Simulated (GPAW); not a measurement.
# Ti L₃ ELNES/XANES of BaTiO3 (R3m) from DFT, part 2 of 2

Aim: the near-edge shape at the Ti L₃ edge of BaTiO3 (R3m), and what the core hole does to it.

GPAW 26.7.0; X-ray absorption from dipole matrix elements to empty bands, plane-wave PAW LDA.

So far. Step 2 (The field without a hole): The mesh shows a gap of 2.33 eV, so the hole is first treated in a charged cell, without the excited electron. Step 3 (Spectrum without a core hole, Ti atom 2): Main maxima below 30 eV (height): 1.4 eV (6.39), 3.2 eV (2.47) and 15.1 eV (0.39). At an L edge the dipole rule selects empty d (and weakly s) states on the absorber, and the strong line at the onset measures the empty part of its d band.

## Step 5: Spectrum with FCH, Ti atom 2

The holes are 5.7 Å apart. In GPAW the data set carries the hole's charge, so charge=0 means a charged cell and charge=-1 a neutral one. The excited electron is left out and a uniform background balances the charge. After the field has converged, empty bands are computed with the density fixed and the dipole matrix elements are summed.

The input, xas.py:

```python
import numpy as np
from ase import Atoms
from ase.parallel import parprint, paropen
from gpaw import GPAW, PW, FermiDirac, Mixer, MixerDif, setup_paths
from gpaw.test import gen
setup_paths.insert(0, '.')
gen('Ti', name='fch2p', xcname='LDA', corehole=(2, 1, 1), write_xml=True)
from gpaw.mpi import world
world.barrier()

atoms = Atoms('Ba2Ti2O6',
    cell=[[-2.82736661, 4.89714262, 0],
     [2.82736661, 4.89714262, 0],
     [0, -3.26476174, -4.63678699]],
    scaled_positions=[[0, 0, 0],
     [0.5, 0.5, 0.5],
     [0.75775, 0.75775, 0.27325],
     [0.25775, 0.25775, 0.77325],
     [0.50015, 0.99125, 0.48265],
     [0.00015, 0.49125, 0.98265],
     [0.99125, 0.50015, 0.48265],
     [0.49125, 0.00015, 0.98265],
     [0.99125, 0.99125, 0.48265],
     [0.49125, 0.49125, 0.98265]],
    pbc=True)
atoms.calc = calc = GPAW(legacy_gpaw=True, mode=PW(500), xc='LDA', setups={2: 'fch2p'},
    kpts={'size': (4, 4, 4), 'gamma': True}, occupations=FermiDirac(0.02),
    charge=0, mixer=Mixer(0.1, 5, 50), maxiter=150,
    convergence={'density': 0.0001}, txt='scf.txt')
energy = atoms.get_potential_energy() + calc.get_reference_energy()
ef = calc.get_fermi_level()
out = dict(energy=energy, fermi=ef, forces=atoms.get_forces().tolist())
parprint(f'all-electron energy {energy:.4f} eV, Fermi level {ef:.4f} eV')
ev = np.array([[calc.get_eigenvalues(k, s) for k in range(len(calc.get_ibz_k_points()))] for s in range(calc.get_number_of_spins())])
out['homo'], out['lumo'], out['counts'] = ev[ev < ef].max(), ev[ev > ef].min(), sorted(set((ev < ef).sum((0, 2)).tolist()))
out['filled'] = (ev[:, 0] < ef).sum(1).tolist()

from ase.units import Ha
from gpaw.xas import dipole_matrix_elements
nb = int(calc.get_number_of_electrons() / 2) + 89
top, nb = nb, nb + 8 + nb // 12
nscf = calc.fixed_density(kpts={'size': (5, 5, 5), 'gamma': True}, nbands=nb,
    convergence={'bands': top, 'eigenstates': 1e-5}, maxiter=60, txt='nscf.txt')
cell = atoms.cell.array
ops = [cell.T @ U.T @ np.linalg.inv(cell.T) for U in nscf.wfs.kd.symmetry.op_scc]
filled = [40]  # bands filled in the ground state, by spin
E = np.arange(-6, 34, 0.1)
fwhm = np.interp(E, [4, 25], [0.9, 3.5])
Y, X, zero, highest = 0, 0, 1e9, 1e9
for spin in range(nscf.get_number_of_spins()):
    wfs = nscf.wfs
    A = dipole_matrix_elements(wfs.setups[2])
    eps = np.zeros((wfs.kd.nibzkpts, nb))
    d = np.zeros((3, A.shape[1], wfs.kd.nibzkpts, nb), complex)
    for kpt in wfs.kpt_u:
        if kpt.s == spin and 2 in kpt.P_ani:
            eps[kpt.k] = kpt.eps_n * Ha
            d[:, :, kpt.k] = (kpt.weight * wfs.nspins / 2) ** 0.5 * np.inner(A, kpt.P_ani[2])
    world.sum(eps)
    world.sum(d)
    T = np.einsum('amkn,bmkn->abkn', d, d.conj()).real
    T = sum(np.einsum('ai,ijkn,bj->abkn', R, T, R) for R in ops) / len(ops)
    empty = np.ones_like(eps, bool) & (np.arange(nb) >= filled[spin])
    zero, highest = min(zero, eps[empty].min()), min(highest, eps[:, top - 1].min())
    lines = [(eps, T, empty)] if spin == 0 else lines + [(eps, T, empty)]
for eps, T, empty in lines:
    f = np.einsum('aakn->akn', T).reshape(3, -1)
    x = eps.ravel() - zero
    w = np.interp(x, E, fwhm) / 2.35482
    g = np.exp(-0.5 * ((E[:, None] - x) / w) ** 2) / (w * (2 * np.pi) ** 0.5)
    Y = Y + (f * empty.ravel()) @ g.T
    X = X + (f * ~empty.ravel()) @ g.T
out.update(E=E.round(2).tolist(), xas=Y.tolist(), xes=X.tolist(), zero=zero, valid=highest - zero, nk=len(eps), nb=nb)
for i in range(0, len(E), 10):
    parprint(f'{E[i]:7.2f}', *(f'{v:10.3e}' for v in Y[:, i]))
import json
with paropen('out.json', 'w') as f:
    json.dump(out, f)
```

Run with:

```console
$ OMP_NUM_THREADS=1 mpirun -n 4 gpaw python xas.py
```

Numbers of over 12 decimals in the logs are rounded to 6 here.

The program printed:

```text
Input parameters:
  convergence: {density: 0.0001}
  kpts: {gamma: True,
         size: (4, 4, 4)}
  maxiter: 150
  mixer: {backend: pulay,
          beta: 0.1,
          method: separate,
          nmaxold: 5,
          weight: 50}
  mode: {ecut: 500.0,
         name: pw}
  occupations: {fixmagmom: False,
                name: fermi-dirac,
                width: 0.02}
  setups: {2: fch2p}

Initialize ...

[... PAW data sets ...]

Reference energy: -500262.454271  # eV

Spin-paired calculation

[... convergence settings ...]
Symmetries present (total): 2
  [... symmetry matrices ...]

64 k-points: 4 x 4 x 4 Monkhorst-Pack grid + [1/8,1/8,1/8]
24 k-points in the irreducible part of the Brillouin zone
       k-points in crystal coordinates                weights
   0:     0.00000000    0.00000000    0.00000000          1/64
   1:     0.00000000    0.00000000    0.25000000          2/64
   2:     0.00000000    0.00000000    0.50000000          1/64
   3:     0.25000000   -0.25000000    0.00000000          2/64
   4:     0.25000000   -0.25000000    0.25000000          4/64
   5:     0.25000000   -0.25000000    0.50000000          2/64
   6:     0.25000000    0.00000000   -0.25000000          4/64
   7:     0.25000000    0.00000000    0.00000000          4/64
   8:     0.25000000    0.00000000    0.25000000          4/64
   9:     0.25000000    0.00000000    0.50000000          4/64
          ...
  23:     0.50000000    0.50000000    0.50000000          1/64

Wave functions: Plane wave expansion
  Cutoff energy: 500.000 eV
  Number of coefficients (min, max): 3250, 3287
  Pulay-stress correction: 0.000000 eV/Ang^3 (de/decut=0.000000)
  Using FFTW library
  Wavefunction extrapolation:
    Improved wavefunction reuse through dual PAW basis

Occupation numbers: Fermi-Dirac:
  width: 0.0200  # eV

Eigensolver
   Davidson(niter=2)

Densities:
  Coarse grid: 30*30*30 grid
  Fine grid: 60*60*60 grid
  Total Charge: 1.000000

Density mixing:
  Method: separate
  Backend: pulay
  Linear mixing parameter: 0.1
  old densities: 5
  Width of damping distribution: 1.1
  Damping of long wavelength oscillations: 50

[... Hamiltonian set-up ...]
Number of atoms: 10
Number of atomic orbitals: 60
Number of bands in calculation: 52
Number of valence electrons: 80
Bands to converge: occupied

... initialized

Initializing position-dependent things.

Density initialized from atomic densities
Creating initial wave functions:
  52 bands from LCAO basis set

               Ti
                O
           O      O
           Ba
             Ba

           Ti
            O
       O      O

Atomic positions and initial magnetic moments

Positions:
   0 Ba     0.000000    0.000000    0.000000    ( 0.0000,  0.0000,  0.0000)
   1 Ba     0.000000    3.264762   -2.318393    ( 0.0000,  0.0000,  0.0000)
   2 Ti     0.000000    6.529523   -1.267002    ( 0.0000,  0.0000,  0.0000)
   3 Ti     0.000000    0.000000   -3.585396    ( 0.0000,  0.0000,  0.0000)
   4 O      1.388520    5.727861   -2.237945    ( 0.0000,  0.0000,  0.0000)
   5 O      1.388520   -0.801662   -4.556339    ( 0.0000,  0.0000,  0.0000)
   6 O     -1.388520    5.727861   -2.237945    ( 0.0000,  0.0000,  0.0000)
   7 O     -1.388520   -0.801662   -4.556339    ( 0.0000,  0.0000,  0.0000)
   8 O      0.000000    8.132848   -2.237945    ( 0.0000,  0.0000,  0.0000)
   9 O      0.000000    1.603325   -4.556339    ( 0.0000,  0.0000,  0.0000)

Unit cell:
           periodic     x           y           z      points  spacing
  1. axis:    yes   -2.827367    4.897143    0.000000    30     0.1540
  2. axis:    yes    2.827367    4.897143    0.000000    30     0.1540
  3. axis:    yes    0.000000   -3.264762   -4.636787    30     0.1546

  Lengths:   5.654733   5.654733   5.670843
  Angles:  119.906070 119.906070  60.000000

Effective grid spacing dv^(1/3) = 0.1682

iter:   1  -115.569129
iter:   2  -108.973298   -0.91  -1.03
iter:   3  -106.320909   -1.40  -1.08
iter:   4  -104.897115   -1.27  -1.23
iter:   5  -104.548553   -2.20  -1.50
iter:   6  -104.593300   -1.83  -1.57
iter:   7  -104.567157   -2.37  -1.76
iter:   8  -104.425358   -2.67  -1.98
iter:   9  -104.419187   -3.58  -2.39
iter:  10  -104.414867c  -3.70  -2.56
iter:  11  -104.414798c  -4.91  -2.91
iter:  12  -104.414401c  -4.35  -2.93
iter:  13  -104.414225c  -5.12  -3.22
iter:  14  -104.414150c  -5.21  -3.34
iter:  15  -104.414134c  -6.17  -3.48
iter:  16  -104.414098c  -6.24  -3.57
iter:  17  -104.414095c  -6.72  -4.18c
iter:  18  -104.414095c  -7.39  -4.49c
iter:  19  -104.414095c  -8.55c -4.68c

Converged after 19 iterations.

Dipole moment: (0.000000, 0.134274, -10.398142) |e|*Ang

Energy contributions relative to reference atoms: (reference = -500262.454271)

Kinetic:        +27.910043
Potential:      -54.352410
External:        +0.000000
XC:             -77.888511
Entropy (-ST):   -0.000000
Local:           -0.083217
SIC:             +0.000000
--------------------------
Free energy:   -104.414095
Extrapolated:  -104.414095

Showing only first 2 kpts
 Kpt  Band  Eigenvalues  Occupancy
  0    38      6.91183    2.00000
  0    39      6.91184    2.00000
  0    40      7.97817    0.00000
  0    41      7.97821    0.00000

  1    38      6.60660    2.00000
  1    39      6.76347    2.00000
  1    40      8.22269    0.00000
[...]
Fermi level: 7.38006

Gap: 1.061 eV
Transition (v -> c):
  (s=0, k=0, n=39, [0.00, 0.00, 0.00]) -> (s=0, k=16, n=40, [0.50, 0.00, 0.50])
Direct/indirect transitions are different
Direct gap: 1.066 eV
Transition at: (s=0, k=0, n=39, [0.00, 0.00, 0.00])

Forces in eV/Ang:
  0 Ba    0.00000    0.00001   -0.10184
  1 Ba    0.00000    0.00001   -0.13455
  2 Ti    0.00000    0.00001   -1.20865
  3 Ti    0.00000    0.00001   -0.83723
  4 O    -1.18689    0.68525    0.94771
  5 O     0.29296   -0.16915   -0.18883
  6 O     1.18689    0.68525    0.94771
  7 O    -0.29296   -0.16915   -0.18883
  8 O     0.00000   -1.37036    0.94767
  9 O     0.00000    0.33844   -0.18886
Scalar-relativistic atomic LDA calculation for Ti (Titanium, Z=22)
Core hole in 2p state (2p occupation: 5.0)
600 radial gridpoints.
|------------------------------------------------|
|------------------------------------------------|
[... the atom generator's iteration count ...]

Energy contributions:
-------------------------
Kinetic:     +840.951808
XC:           -38.159691
Potential:  -1637.204215
-------------------------
Total:       -834.412098

state      eigenvalue         ekin         rmax
-----------------------------------------------
1s^2.0 :  -181.064528   235.325042        0.046
2s^2.0 :   -21.363941    42.104594        0.267
2p^5.0 :   -18.159148    41.016682        0.216
3s^2.0 :    -2.935989     9.285554        0.841
3p^6.0 :    -2.056013     8.135234        0.857
3d^2.0 :    -0.698827     5.453742        0.842
4s^2.0 :    -0.456177     1.359564        2.533
4p^0.0 :    -0.296469     0.971318        2.997
-----------------------------------------------
(units: Bohr and Hartree)

Generating PAW setup
Kinetic energy of the core from tauc = 764.206873
Cutoffs:
rc(s)=2.400
rc(p)=2.000
rc(d)=2.000
rc(vbar)=1.800
rc(comp)=2.300
rc(nct)=2.400

Kinetic energy of the core states: 759.942682
Charge: 1.0
Core electrons: 9.0
Valence electrons: 12.0
Pseudo-core charge: 0.000000
Shape function alpha=1.890
Pseudo-electron charge 5.471253
state    eigenvalue         norm
--------------------------------
3s(2) :    -2.935989     0.238035
4s(2) :    -0.456177     1.015353
3p(6) :    -2.056013     0.358445
4p(0) :    -0.296469     0.966031
3d(2) :    -0.698827     0.406904
*d    :     0.301173
--------------------------------

Diagonalizing with gridspacing h=0.050

state   all-electron     PAW
-------------------------------
3s:      -2.935989    -2.936286
3p:      -2.056013    -2.056677
3d:      -0.698827    -0.699422
*f:                   -0.027292
-------------------------------
all-electron energy -500366.8684 eV, Fermi level 7.3801 eV
[...]
31.00  2.610e-04  2.610e-04  2.687e-04
  32.00  2.505e-04  2.505e-04  2.636e-04
  33.00  2.592e-04  2.592e-04  2.760e-04
```

The job ended after 2 min (4 MPI ranks of Arm Neoverse V2, shared host; peak memory 0.43 GiB; 8.1 min of CPU time).

The Ti L₃ spectrum, Ti atom 2, full core hole (charged cell) (energy from the lowest empty level; intensity scaled to a mean of 1 over the first 20 eV; polarised curves are means over the symmetry-equivalent atoms):

```
E (eV)  isotropic  ε ⊥ c  ε ∥ c
 -2.00       0.00   0.00   0.00
 -1.25       0.01   0.01   0.01
 -0.50       1.10   1.07   1.16
  0.25       9.27   9.02   9.77
  1.00       3.91   3.91   3.91
  1.75       3.38   3.51   3.12
  2.50       4.98   5.10   4.72
  3.25       1.95   2.00   1.86
  4.00       0.11   0.11   0.10
  4.75       0.22   0.22   0.22
  5.50       0.53   0.53   0.53
  6.25       0.28   0.28   0.27
  7.00       0.14   0.15   0.14
  7.75       0.16   0.16   0.16
  8.50       0.14   0.15   0.14
  9.25       0.07   0.07   0.07
 10.00       0.02   0.02   0.02
 10.75       0.02   0.02   0.02
 11.50       0.04   0.04   0.04
 12.25       0.10   0.09   0.10
 13.00       0.17   0.17   0.17
 13.75       0.23   0.22   0.23
 14.50       0.27   0.27   0.28
 15.25       0.31   0.31   0.32
 16.00       0.36   0.36   0.36
 16.75       0.37   0.37   0.37
 17.50       0.35   0.35   0.36
 18.25       0.33   0.33   0.34
 19.00       0.32   0.32   0.33
 19.75       0.30   0.29   0.31
 20.50       0.26   0.25   0.27
 21.25       0.22   0.22   0.22
 22.00       0.20   0.20   0.20
 22.75       0.19   0.19   0.19
 23.50       0.19   0.19   0.20
 24.25       0.20   0.20   0.20
 25.00       0.21   0.20   0.21
 25.75       0.22   0.22   0.23
 26.50       0.25   0.24   0.25
 27.25       0.28   0.28   0.28
 28.00       0.32   0.32   0.32
 28.75       0.35   0.35   0.36
 29.50       0.37   0.37   0.37
 30.25       0.37   0.37   0.38
 31.00       0.36   0.36   0.37
 31.75       0.35   0.34   0.36
```

Main maxima below 30 eV (height): 0.4 eV (9.97), 2.2 eV (5.64) and 5.5 eV (0.53). 

The hole costs E(hole) − E(ground) = 448.91 eV, and the lowest empty level of the hole cell on the spectrum's mesh lies at 7.98 eV, which puts the zero at 456.88 eV. Two terms are added: -1.48 eV, since the hole is spin-paired here and a spin-polarised one costs that much less in the free atom (computed apart); −2.13 eV, a third of the tabulated L₂–L₃ splitting, since the scalar-relativistic hole is their mean. The photon energy is then 453.27 eV. The tabulated edge of the element is 453.8 eV. The functional and the charged cell's background leave an error of a few eV in such absolute values.

## Step 6: Excitation energy, Ti atom 2

With the excited electron kept in the cell the system stays neutral, and the energy difference is an excitation energy by itself. In a small cell that electron takes up a good share of the lowest empty band, or all of one, which shifts the value from the true onset.

Changed against the first core-hole run: core hole to XCH, with the smearing that suits a partly filled band.

The input, scf.py:

```python
import numpy as np
from ase import Atoms
from ase.parallel import parprint, paropen
from gpaw import GPAW, PW, FermiDirac, Mixer, MixerDif, setup_paths
from gpaw.test import gen
setup_paths.insert(0, '.')
gen('Ti', name='fch2p', xcname='LDA', corehole=(2, 1, 1), write_xml=True)
from gpaw.mpi import world
world.barrier()

atoms = Atoms('Ba2Ti2O6',
    cell=[[-2.82736661, 4.89714262, 0],
     [2.82736661, 4.89714262, 0],
     [0, -3.26476174, -4.63678699]],
    scaled_positions=[[0, 0, 0],
     [0.5, 0.5, 0.5],
     [0.75775, 0.75775, 0.27325],
     [0.25775, 0.25775, 0.77325],
     [0.50015, 0.99125, 0.48265],
     [0.00015, 0.49125, 0.98265],
     [0.99125, 0.50015, 0.48265],
     [0.49125, 0.00015, 0.98265],
     [0.99125, 0.99125, 0.48265],
     [0.49125, 0.49125, 0.98265]],
    pbc=True)
atoms.calc = calc = GPAW(legacy_gpaw=True, mode=PW(500), xc='LDA', setups={2: 'fch2p'},
    kpts={'size': (4, 4, 4), 'gamma': True}, occupations=FermiDirac(0.04),
    charge=-1, mixer=Mixer(0.1, 5, 50), maxiter=150,
    convergence={'density': 0.0001}, txt='scf.txt')
energy = atoms.get_potential_energy() + calc.get_reference_energy()
ef = calc.get_fermi_level()
out = dict(energy=energy, fermi=ef, forces=atoms.get_forces().tolist())
parprint(f'all-electron energy {energy:.4f} eV, Fermi level {ef:.4f} eV')
ev = np.array([[calc.get_eigenvalues(k, s) for k in range(len(calc.get_ibz_k_points()))] for s in range(calc.get_number_of_spins())])
out['homo'], out['lumo'], out['counts'] = ev[ev < ef].max(), ev[ev > ef].min(), sorted(set((ev < ef).sum((0, 2)).tolist()))
out['filled'] = (ev[:, 0] < ef).sum(1).tolist()
import json
with paropen('out.json', 'w') as f:
    json.dump(out, f)
```

Run with:

```console
$ OMP_NUM_THREADS=1 mpirun -n 4 gpaw python scf.py
```

The program printed:

```text
Input parameters:
  charge: -1
  convergence: {density: 0.0001}
  kpts: {gamma: True,
         size: (4, 4, 4)}
  maxiter: 150
  mixer: {backend: pulay,
          beta: 0.1,
          method: separate,
          nmaxold: 5,
          weight: 50}
  mode: {ecut: 500.0,
         name: pw}
  occupations: {fixmagmom: False,
                name: fermi-dirac,
                width: 0.04}
  setups: {2: fch2p}

Initialize ...

[...]
4s(2) :    -0.456177     1.015353
3p(6) :    -2.056013     0.358445
4p(0) :    -0.296469     0.966031
3d(2) :    -0.698827     0.406904
*d    :     0.301173
--------------------------------

Diagonalizing with gridspacing h=0.050

state   all-electron     PAW
-------------------------------
3s:      -2.935989    -2.936286
3p:      -2.056013    -2.056677
3d:      -0.698827    -0.699422
*f:                   -0.027292
-------------------------------
all-electron energy -500358.3999 eV, Fermi level 8.9858 eV
[key lines of the parts left out:]
Converged after 22 iterations.
Dipole moment: (0.000000, 0.025017, -10.415658) |e|*Ang
Free energy:    -95.961822
Fermi level: 8.98581
```

It took 37 s on 4 MPI ranks; peak memory 0.27 GiB.

The total-energy difference is 457.38 eV. With the free-atom terms of -3.61 eV for this edge, the photon energy is 453.76 eV.

## Step 7: What the core hole does

Both curves are counted from their own zero, so only the shift of weight within the empty states shows.

```
E (eV)  no hole   FCH
  -2.0     0.00  0.00
  -1.0     0.01  0.05
   0.0     1.07  6.39
   1.0     4.91  3.91
   2.0     3.94  5.07
   3.0     2.44  2.97
   4.0     2.04  0.11
   5.0     1.68  0.36
   6.0     0.71  0.40
   7.0     0.28  0.14
   8.0     0.05  0.17
   9.0     0.02  0.09
  10.0     0.04  0.02
  11.0     0.11  0.02
  12.0     0.21  0.07
  13.0     0.28  0.17
  14.0     0.34  0.24
  15.0     0.38  0.30
  16.0     0.36  0.36
  17.0     0.34  0.37
  18.0     0.34  0.34
  19.0     0.31  0.32
  20.0     0.25  0.29
  21.0     0.21  0.23
  22.0     0.20  0.20
  23.0     0.20  0.19
  24.0     0.21  0.20
  25.0     0.23  0.21
  26.0     0.28  0.23
  27.0     0.33  0.27
  28.0     0.37  0.32
  29.0     0.37  0.36
  30.0     0.35  0.37
  31.0     0.34  0.36
  32.0     0.36  0.35
```

With each curve scaled to its own mean, the area from −2 to 6 eV with the hole is 19.2 against 16.8, and the centre of weight from −1 to 20 eV moves by -1.2 eV; the shape changes all the same, by 99 % r.m.s.

## Step 8: Summary of results

```yaml
absorber_and_edge: Ti L₃, atom 2 of the ground-state input (counted from 1)
surroundings: 3 O at 1.87 Å and 3 O at 2.14 Å (distorted octahedral, site symmetry 3m)
highest_intensity_below_24_ev: 0.4 eV above the zero, height 9.97
photon_energy_of_the_zero_with_the_added_terms: 453.3 eV (raw 456.9 eV; uncertain by a few eV)
```

**Reading.** The Ti L₃ edge of atom 2, with 3 O at 1.87 Å and 3 O at 2.14 Å (distorted octahedral, site symmetry 3m), has its highest intensity of the first 24 eV at 0.4 eV above the zero, near 454 eV in photon energy (uncertain by a few eV), 10.0 times the mean level of the first 20 eV (Gaussian full width 0.9 eV up to 4 eV, rising linearly to 3.5 eV at 25 eV). With each curve scaled to its own mean, the area from −2 to 6 eV with the hole is 19.2 against 16.8, and the centre of weight from −1 to 20 eV moves by -1.2 eV; the shape changes all the same, by 99 % r.m.s. The neutral-cell energy lies +0.5 eV from the charged-cell zero, a gap made of the charged-cell error and of where the added electron settles. At the Ti L₃ edge of atom 2 polarisation matters most near 0.2 eV, where the curves differ by 0.8 on this scale. The same cell was also set up in Quantum ESPRESSO; that part failed, was judged unsound or used a data set known to give false states; its runs are listed without their results. One-electron theory leaves out the 2p–3d multiplets that shape measured L edges of 3d elements, and the L₂ edge isn't added. The holes are only 5.7 Å apart, so the shape is probably not converged with cell size; no larger cell was run here. The mesh is coarse (0.27 Å⁻¹ between points), so small maxima may be mesh ripples. The structure is a published determination, not relaxed.

[Banner, clock and machine lines of the logs are left out without a mark of their own.]

[Logs are printed without paths, hosts, clocks, repeated set-up lines and the standing remarks that a program may print on its own settings, such as how far it seeks lower states.]

[Hosts, paths, dates, database ids (printed as entryN), source tags and the programs' standing remarks are cut or masked in the printed files.]

[Lists of maxima count a maximum above −3 eV only where it reaches 4 % of the highest in the window and stands out from its surroundings by 2 % of it (1.5 % where it reaches 55 %); shoulders and weaker maxima are passed over, and of the rest the first, up to two pre-edge ones and the few strongest are named.]
